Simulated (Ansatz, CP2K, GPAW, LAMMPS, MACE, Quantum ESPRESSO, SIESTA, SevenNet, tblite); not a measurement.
# GPAW on amorphous carbon (64 atoms): settings against a plane-wave reference

Wanted: GPAW inputs and outputs for amorphous carbon (64 atoms), checked against a plane-wave reference.

Program: GPAW 26.7.0. Level of theory: the method is named at each step. Results are calculated unless marked as measured.

### 1. Set-up

The cell holds 64 atoms: 64 C. Its edges and angles: a = 7.590 Å, b = 7.590 Å, c = 7.590 Å, α = 90.0°, β = 90.0°, γ = 90.0°. 64 atoms (64 C) placed at random at 2.92 g/cm³, melted at 6000 K for 10 ps at fixed volume with the Tersoff potential (Tersoff, Phys. Rev. B 39, 5566 (1989)). Quenched from 6000 K to 300 K at 100 K/ps and fixed volume, held 5 ps, then minimised at fixed cell.

The yardstick, on the same geometry:

| Item | Value |
| --- | --- |
| method | Kohn-Sham DFT, PBE, SSSP efficiency 1.3.0 pseudopotentials, plane waves (Quantum ESPRESSO 7.5); sssp-pbe-1.3.0-efficiency, cutoffs 45/360 Ry, Γ point |
| r.m.s. force component | 1.258 eV/Å |
| longest force | 5.077 eV/Å |
| pressure | -7.191 GPa |
| time | 41 s on 2 MPI ranks of Arm Neoverse V1, shared host |
| CPU time | 83 s |

### 2. PBE, LCAO dzp, h 0.2 Å

Method: Kohn-Sham DFT, PBE, PAW, atomic orbitals (dzp).

The input, run.py:

```python
import numpy as np
from ase.io import read
from gpaw import GPAW, FermiDirac

atoms = read("structure.xyz")
atoms.calc = GPAW(
    mode="lcao",
    basis="dzp",
    h=0.2,
    xc="PBE",
    kpts={"size": (1, 1, 1), "gamma": True},
    occupations=FermiDirac(0.05),
    maxiter=200,
    symmetry={"point_group": False},
    txt="gpaw.txt",
)
energy = atoms.get_potential_energy(force_consistent=True)
forces = atoms.get_forces()
print(f"energy {energy:.6f} eV")
print("forces (eV/A)")
for i, (a, f) in enumerate(zip(atoms, forces)):
    print(f"{i:4d} {a.symbol:2s} {f[0]:10.5f} {f[1]:10.5f} {f[2]:10.5f}")
print(f"Fermi level {atoms.calc.get_fermi_level():.4f} eV")
for k in range(len(atoms.calc.get_ibz_k_points())):
    for s in range(atoms.calc.get_number_of_spins()):
        e = atoms.calc.get_eigenvalues(kpt=k, spin=s)
        n = np.searchsorted(e, atoms.calc.get_fermi_level())
        print(f"k {k} spin {s} levels about the Fermi level:", np.round(e[max(n - 6, 0):n], 4).tolist(), "|", np.round(e[n:n + 6], 4).tolist())
```

The input, structure.xyz:

```xyz
64
Lattice="7.59030 0.00000 0.00000 0.00000 7.59030 0.00000 0.00000 0.00000 7.59030" Properties=species:S:1:pos:R:3 pbc="T T T"
C 6.33532 6.97761 5.42342
C 6.62072 1.39145 3.81230
C 3.96183 5.72316 4.84314
C 2.99984 1.80740 7.44737
C 4.64974 4.93962 7.16949
C 1.54599 3.54619 1.33392
C 6.39392 5.10425 3.93777
C 5.66016 0.71599 0.76761
C 2.78989 1.89697 5.92848
C 4.06043 2.69456 0.55819
C 1.48003 3.92631 4.71563
C 6.46678 0.29139 2.89631
C 2.76879 5.83565 3.86620
C 4.73756 4.84337 1.78729
C 2.02502 0.93285 0.63455
C 2.23390 6.73510 6.46337
C 4.65969 7.19644 0.74476
C 1.39252 5.38145 4.42264
C 5.79193 3.73352 3.88752
C 7.30832 6.14237 6.24097
C 1.32307 0.60168 2.99483
C 1.18500 1.58584 4.03827
C 7.15720 6.55126 0.05989
C 3.97777 0.92784 5.28368
C 6.87901 2.81388 3.25715
C 7.15780 5.56915 1.12154
C 5.18000 7.13169 3.20098
C 5.35298 2.11352 1.04480
C 4.45141 6.40477 2.02881
C 0.50612 5.96598 2.11914
C 1.97705 5.96157 1.36777
C 4.22347 0.66673 3.70908
C 3.65526 6.90209 5.91208
C 3.86900 4.20852 0.62924
C 3.38300 2.91088 2.92621
C 4.48784 6.40424 7.08076
C 0.24562 5.37947 3.46512
C 0.47902 1.39092 0.16691
C 0.43568 3.81511 7.00585
C 3.00933 6.20515 2.44620
C 0.32039 1.31790 6.20628
C 3.89777 4.16275 5.27966
C 6.14678 4.51828 1.36883
C 6.55680 3.05214 1.54576
C 1.11729 6.17258 5.67033
C 0.90006 2.97517 3.67704
C 3.54156 1.47707 2.70814
C 4.54021 3.89762 2.94951
C 5.22881 3.30451 5.28915
C 5.66882 4.23660 6.40386
C 6.99218 0.34817 0.43272
C 2.38935 4.56063 0.59956
C 2.62139 3.50186 5.67284
C 1.94350 3.27354 2.65615
C 5.47610 6.22564 4.36753
C 1.81871 4.19425 6.83286
[... 4 atom lines left out ...]
C 0.24130 2.86640 0.66408
C 2.03549 7.06832 0.26604
C 6.56257 0.99236 5.38782
C 5.24922 1.77051 5.59959
```

Started as:

```sh
> OMP_NUM_THREADS=1 python run.py > output.txt
```

What it wrote:

```text
energy -511.212508 eV
forces (eV/A)
   0 C    -1.17412    0.69874   -0.00478
   1 C     2.65193    1.04646    1.43297
   2 C    -0.72888    0.19281   -1.10784
   3 C     0.64542    0.62478    0.58388
   4 C    -1.95232    0.04396   -3.27053
   5 C    -0.46128   -1.86384    2.01150
   6 C     1.19254    0.51742   -1.11897
   7 C     0.11992    1.48789    0.86989
   8 C     0.04671    0.08855    0.29817
   9 C     1.80499   -2.53559    0.02041
  10 C     0.17639   -1.19130   -0.29821
  11 C     1.12726   -2.05114    0.52852
  12 C     1.38092    0.39287   -4.39769
  13 C     0.24979   -1.69098    1.08504
  14 C    -0.06067   -0.98570   -1.26468
  15 C    -1.61772   -0.53244   -2.25801
  16 C    -0.42380   -1.61854   -1.28908
  17 C     0.82047    0.87052   -0.48901
  18 C     0.22864    0.37600   -1.18587
  19 C     0.30701   -0.26756    0.03655
  20 C    -0.43935    0.08338   -1.86674
  21 C    -2.00021   -2.45994    0.47621
  22 C     1.46137    0.50161    1.39138
  23 C     0.37312    0.04004   -0.49345
[...]
56 C    -1.46611    0.61697   -0.05808
  57 C    -3.49133    1.01844    3.36129
  58 C    -0.77546   -0.12759    1.35167
  59 C     1.04969   -1.41979   -1.47742
  60 C     1.72209    1.64797   -0.12078
  61 C    -0.66044   -0.92795    0.71333
  62 C     0.06139   -0.98501   -0.23895
  63 C    -0.29611   -1.05300   -1.39931
Fermi level 9.9594 eV
k 0 spin 0 levels about the Fermi level: [9.0011, 9.1729, 9.3622, 9.7047, 9.8664, 9.9434] | [9.969, 10.0722, 10.1847, 10.2484, 10.3436, 10.7165]
```

gpaw.txt:

```text
Input parameters:
  mode=LCAO(),
  basis={'default': 'dzp'},
  h=0.2,
  kpts=MonkhorstPack(size=(1, 1, 1), gamma=True),
  maxiter=200,
  occupations=Occupations(name='fermi-dirac', width=0.05, fixmagmom=False),
  symmetry=Symmetry(point_group=False),
  xc=XC(name='PBE')
Unit cell  # Å
| periodic |        x |        y |        z |  lengths |    angles |
|----------|----------|----------|----------|----------|-----------|
|      yes | 7.590300 | 0.000000 | 0.000000 | 7.590300 | 90.000000 |
|      yes | 0.000000 | 7.590300 | 0.000000 | 7.590300 | 90.000000 |
|      yes | 0.000000 | 0.000000 | 7.590300 | 7.590300 | 90.000000 |
Number of symmetries: 1
Symmetry operations  # r_c * U_cc + t_c -> r_c
|   | kind |            matrix            |
|---|------|------------------------------|
| 0 |  E   |  1, 0, 0,  0, 1, 0,  0, 0, 1 |
BZ-sampling:
  Number of BZ points: 1
  Number of IBZ points: 1
  Monkhorst-Pack size: [1, 1, 1]
  Monkhorst-Pack shift: [0, 0, 0]
[... lines left out ...]
  Fermi-Dirac:
[... lines left out ...]
xc functional:
  name: PBE with 2 nearest neighbor stencil
interpolation: tri-quintic # 5. degree polynomial
Initialization done in: 5.589 s
convergence criteria:
- Maximum [total energy] change in last 3 cyles: 0.0005 eV / valence electron
- Maximum integral of absolute [dens]ity change: 0.0001 electrons / valence electron
- Maximum integral of absolute [eigenst]ate change: 4e-08 eV^2 / valence electron
maximum number of iterations: 200
SCF iterations
|iter     |      energy | eigst |  dens |
|---------|-------------|-------|-------|
|iter:   1| -517.151848 |      c|       |
|iter:   2| -515.921352 |      c| -0.95 |
|iter:   3| -523.462194 |      c| -0.98 |
|iter:   4| -521.023802 |      c| -1.12 |
|iter:   5| -514.318329 |      c| -1.15 |
|iter:   6| -511.398961 |      c| -1.44 |
|iter:   7| -511.163678 |      c| -1.89 |
|iter:   8| -511.222466 |      c| -2.04 |
|iter:   9| -511.141099c|      c| -2.02 |
|iter:  10| -511.108818c|      c| -2.23 |
|iter:  11| -511.114473c|      c| -2.44 |
[...]
|iter:  16| -511.102443c|      c| -3.79 |
|iter:  17| -511.102439c|      c| -3.93 |
|iter:  18| -511.102490c|      c| -4.22c|
Converged in 18 steps
SCF loop duration: 119.405 s (6.634 s/step)
Energy contributions relative to reference atoms: (reference = -65768.199391)
Energy contributions:
  Kinetic:         336.999678
  Coulomb:        -326.693618
  Zero:              9.645722
  External:          0.000000
  Xc:             -530.944254
  Entropy:          -0.220035
  Spinorbit:         0.000000
  ----------------------------
  Free energy:    -511.212508
  Extrapolated:   -511.102490
dipole moment: (-21.888109, 6.507872, -32.310918)  # |e|*Ang
Fermi level: 9.959
Eigenvalues  # (at kpt = [0.000, 0.000, 0.000])
| band index |      eig [eV] | occ [0-2] |
|------------|---------------|-----------|
|          0 |       -10.992 |     2.000 |
|        ... |               |           |
|        120 |         8.636 |     2.000 |
|        121 |         8.798 |     2.000 |
[...]
|        135 |        10.877 |     0.000 |
|        ... |               |           |
|        157 |        15.721 |     0.000 |
Gap: 0.026 eV
Transition (v -> c):
  (s=0, k=0, n=127, [0.00, 0.00, 0.00]) -> (s=0, k=0, n=128, [0.00, 0.00, 0.00])
No difference between direct/indirect transitions
Force computation time: 16.782  # s
timing:  # [seconds]
  Total:  141.803  # ━━━━━━━━━━━━━━━━━━━━━━━━━━━━━━━━━━━━━━━━━━━━━━━━━━━━━━━━
  Init:     5.588  # ━━
  SCF:    119.405  # ━━━━━━━━━━━━━━━━━━━━━━━━━━━━━━━━━━━━━━━━━━━━━━━
  Forces:  16.782  # ━━━━━━╸
```

Wall time 2.4 min (1 thread of Arm Neoverse V1, shared host); peak memory 0.5 GiB.

Banners, paths, timers and routine set-up lines are dropped from the logs unmarked, and long logs keep their key lines alone; longer cuts are marked.

Compared with the plane-wave run:

| Quantity | Value |
| --- | --- |
| r.m.s. force component | 1.248 eV/Å |
| r.m.s. difference of force components | 118.8 meV/Å |
| longest difference of force vectors | 358.6 meV/Å |
| force difference over r.m.s. force | 9.443 % |
| slope of forces against the reference's | 0.9876 |
| correlation of force components | 0.9955 |

A closer look about C58, which bears the longest force: 13 atoms, nearest first, numbered in the order of the input, with positions taken from that point.

```csv
atom,x,y,z,distance (Å),bonds,Fx,Fy,Fz (eV/Å)
C58,0.00,0.00,0.00,0.00,3,-3.49,1.02,3.36
C22,-0.31,0.24,-1.36,1.42,3,-2.00,-2.46,0.48
C41,-1.18,-0.03,0.81,1.43,3,1.44,0.35,-1.10
C9,1.29,0.55,0.53,1.50,4,0.05,0.09,0.30
C46,-0.60,1.63,-1.72,2.45,4,0.30,0.61,-0.19
C53,1.12,2.16,0.27,2.45,4,-1.36,0.57,-0.70
C24,2.48,-0.42,-0.11,2.52,4,0.37,0.04,-0.49
C21,-0.17,-0.74,-2.40,2.52,3,-0.44,0.08,-1.87
C63,-2.52,-0.35,-0.01,2.55,4,0.06,-0.99,-0.24
C16,0.74,-2.20,1.07,2.55,3,-1.62,-0.53,-2.26
C38,-1.02,0.05,2.36,2.57,4,0.07,0.16,-0.65
C4,1.50,0.46,2.05,2.58,3,0.65,0.62,0.58
C11,-0.02,2.58,-0.68,2.67,3,0.18,-1.19,-0.30
```

Atoms are counted from 1 here, from 0 in the log.

Forces lie 9.4 % from the reference's, at 1.7 times its CPU time (on 1 against 2 cores).

### 3. PBE, LCAO sz(dzp), h 0.2 Å

Method: Kohn-Sham DFT, PBE, PAW, atomic orbitals (sz(dzp)).

Changes to run.py since step 2:

```diff
@@ -7,3 +7,3 @@
     mode="lcao",
-    basis="dzp",
+    basis="sz(dzp)",
     h=0.2,
```

structure.xyz is that of step 2.

What it wrote:

```text
energy -452.563392 eV
forces (eV/A)
   0 C    -1.86271    1.00994    0.34868
   1 C     2.96733    1.43481    2.11457
   2 C     0.02336    0.09462   -0.98414
   3 C     0.78826    0.80819    0.92776
   4 C    -2.18627   -0.09526   -3.83592
   5 C    -0.93349   -2.41561    2.15964
   6 C     1.70369    0.51605   -1.23939
   7 C    -0.28137    1.44861    0.96266
   8 C     0.68922    0.31014   -0.19856
   9 C     1.56497   -2.54203    0.09902
  10 C    -0.12327   -1.87983    0.30657
  11 C     0.91655   -2.50263   -0.78556
[...]
59 C     1.27627   -1.68556   -2.22173
  60 C     1.81008    1.64366    0.13469
  61 C    -0.93836   -1.40149    1.23017
  62 C     0.69895   -1.35236    0.18329
  63 C    -0.46848   -0.52502   -0.24759
Fermi level 9.6983 eV
k 0 spin 0 levels about the Fermi level: [8.724, 8.9478, 9.1507, 9.4479, 9.5772, 9.694] | [9.6995, 9.8303, 9.9608, 10.0588, 10.1835, 10.5229]
```

gpaw.txt:

```text
Input parameters:
  mode=LCAO(),
  basis={'default': 'sz(dzp)'},
  h=0.2,
  kpts=MonkhorstPack(size=(1, 1, 1), gamma=True),
  maxiter=200,
  occupations=Occupations(name='fermi-dirac', width=0.05, fixmagmom=False),
  symmetry=Symmetry(point_group=False),
  xc=XC(name='PBE')
[... lines left out ...]
  Fermi-Dirac:
[... lines left out ...]
convergence criteria:
- Maximum [total energy] change in last 3 cyles: 0.0005 eV / valence electron
[... lines left out ...]
Converged in 17 steps
[... lines left out ...]
  Free energy:    -452.563392
[... lines left out ...]
Fermi level: 9.698
[... lines left out ...]
|          0 |       -11.557 |     2.000 |
|        ... |               |           |
|        120 |         8.334 |     2.000 |
|        121 |         8.454 |     2.000 |
[...]
|        135 |        10.671 |     0.000 |
|        ... |               |           |
|        157 |        16.470 |     0.000 |
Gap: 0.005 eV
Transition (v -> c):
  (s=0, k=0, n=127, [0.00, 0.00, 0.00]) -> (s=0, k=0, n=128, [0.00, 0.00, 0.00])
No difference between direct/indirect transitions
Force computation time: 3.904  # s
timing:  # [seconds]
  Total:  40.441  # ━━━━━━━━━━━━━━━━━━━━━━━━━━━━━━━━━━━━━━━━━━━━━━━━━━━━━━━━━
  Init:    4.001  # ━━━━━╸
  SCF:    32.511  # ━━━━━━━━━━━━━━━━━━━━━━━━━━━━━━━━━━━━━━━━━━━━━━
  Forces:  3.904  # ━━━━━╸
```

Elapsed: 42 s, on 1 thread; peak memory 0.37 GiB.

Against the reference:

* r.m.s. force component: 1.457 eV/Å
* r.m.s. difference of force components: 616.1 meV/Å
* longest difference of force vectors: 1947 meV/Å
* force difference over r.m.s. force: 48.98 %
* slope of forces against the reference's: 1.051
* correlation of force components: 0.9073

This is a coarse setting, run to see what it loses.

Against the first run (9.4 %), the force difference from the reference is 49 %, at 0.29 times the CPU time, with 256 basis functions against 832: the smaller basis costs accuracy.

### 4. PBE, grid h 0.2 Å

Method: Kohn-Sham DFT, PBE, PAW, finite differences on a real-space grid.

Changes to run.py since step 3:

```diff
@@ -6,4 +6,3 @@
 atoms.calc = GPAW(
-    mode="lcao",
-    basis="sz(dzp)",
+    mode="fd",
     h=0.2,
@@ -14,2 +13,3 @@
     symmetry={"point_group": False},
+    nbands=157,
     txt="gpaw.txt",
```

structure.xyz is that of step 3.

What it wrote:

```text
energy -524.598901 eV
forces (eV/A)
   0 C    -1.07194    0.56296   -0.00578
   1 C     2.55030    0.90589    1.14846
   2 C    -0.85455    0.15483   -1.17737
   3 C     0.54658    0.63886    0.53349
   4 C    -1.86538    0.06251   -3.24795
   5 C    -0.32767   -1.77526    2.21487
   6 C     1.09313    0.45087   -1.10682
   7 C     0.27572    1.49520    0.86721
   8 C    -0.16925    0.00207    0.37366
   9 C     1.84939   -2.47451    0.05966
  10 C     0.21926   -1.01787   -0.46157
  11 C     1.27432   -2.01890    0.87106
  12 C     1.40747    0.40552   -4.48310
  13 C     0.38734   -1.82410    1.10941
  14 C     0.15942   -1.12529   -1.15417
  15 C    -1.62401   -0.49125   -2.08186
  16 C    -0.27019   -1.70925   -1.31544
  17 C     0.73645    0.79583   -0.44754
  18 C     0.28392    0.50751   -1.19988
  19 C     0.33012   -0.29670    0.16932
  20 C    -0.47980    0.24036   -2.07786
  21 C    -1.82069   -2.43110    0.54653
  22 C     1.45100    0.49158    1.37836
  23 C     0.55566    0.15676   -0.57109
[...]
56 C    -1.63045    0.66016    0.10432
  57 C    -3.68978    1.22569    3.27051
  58 C    -0.71991   -0.03895    1.46098
  59 C     0.87088   -1.54743   -1.34742
  60 C     1.68144    1.66628   -0.16535
  61 C    -0.61002   -0.84321    0.50068
  62 C    -0.09042   -0.88627   -0.22670
  63 C    -0.25585   -1.12798   -1.57508
Fermi level 9.9513 eV
k 0 spin 0 levels about the Fermi level: [8.9955, 9.1642, 9.3542, 9.6989, 9.8619, 9.9354] | [9.9595, 10.0628, 10.1758, 10.2348, 10.3308, 10.7022]
```

gpaw.txt:

```text
Input parameters:
  mode=FD(),
  h=0.2,
  kpts=MonkhorstPack(size=(1, 1, 1), gamma=True),
  maxiter=200,
  nbands=157,
  occupations=Occupations(name='fermi-dirac', width=0.05, fixmagmom=False),
  symmetry=Symmetry(point_group=False),
  xc=XC(name='PBE')
Diagonalizing LCAO Hamiltonian
Converting LCAO to fd mode
      .------------------.
     /|         C        |
    / |    C   CC        |
[... lines left out ...]
  Converge bands: occupied
[... lines left out ...]
  Fermi-Dirac:
[... lines left out ...]
convergence criteria:
- Maximum [total energy] change in last 3 cyles: 0.0005 eV / valence electron
[... lines left out ...]
Converged in 23 steps
[... lines left out ...]
  Free energy:    -524.598901
  Extrapolated:   -524.487549
dipole moment: (-21.879574, 6.521217, -32.070966)  # |e|*Ang
Fermi level: 9.951
Eigenvalues  # (at kpt = [0.000, 0.000, 0.000])
| band index |      eig [eV] | occ [0-2] |
|------------|---------------|-----------|
|          0 |       -10.935 |     2.000 |
|        ... |               |           |
|        120 |         8.633 |     2.000 |
|        121 |         8.799 |     2.000 |
[...]
|        135 |        10.861 |     0.000 |
|        ... |               |           |
|        156 |        15.633 |     0.000 |
Gap: 0.024 eV
Transition (v -> c):
  (s=0, k=0, n=127, [0.00, 0.00, 0.00]) -> (s=0, k=0, n=128, [0.00, 0.00, 0.00])
No difference between direct/indirect transitions
Force computation time: 1.426  # s
timing:  # [seconds]
  Total:  101.034  # ━━━━━━━━━━━━━━━━━━━━━━━━━━━━━━━━━━━━━━━━━━━━━━━━━━━━━━━━
  Init:    10.118  # ━━━━━╸
  SCF:     89.457  # ━━━━━━━━━━━━━━━━━━━━━━━━━━━━━━━━━━━━━━━━━━━━━━━━━╸
  Forces:   1.426  # ━
```

It took 1.7 min on 1 thread; peak memory 0.55 GiB.

Compared with the plane-wave run:

| Item | Value |
| --- | --- |
| r.m.s. force component | 1.256 eV/Å |
| r.m.s. difference of force components | 22.18 meV/Å |
| longest difference of force vectors | 64.86 meV/Å |
| force difference over r.m.s. force | 1.763 % |
| slope of forces against the reference's | 0.9987 |
| correlation of force components | 0.9999 |

Against the first run (9.4 %), the force difference from the reference is 1.8 %, at 0.71 times the CPU time.

The forces add up to 0.50 eV/Å instead of zero, usually a sign of too coarse a grid.

(Continued in part 2 of 2.)

[Also dropped from logs without a mark: logging warnings of Python, and SIESTA's first energy breakdown and zero terms.]

[Logs are printed without paths, hosts, clocks, repeated set-up lines and the standing remarks that a program may print on its own settings, such as how far it seeks lower states.]

[Hosts, paths, dates, database ids (printed as entryN), source tags and the programs' standing remarks are cut or masked in the printed files.]
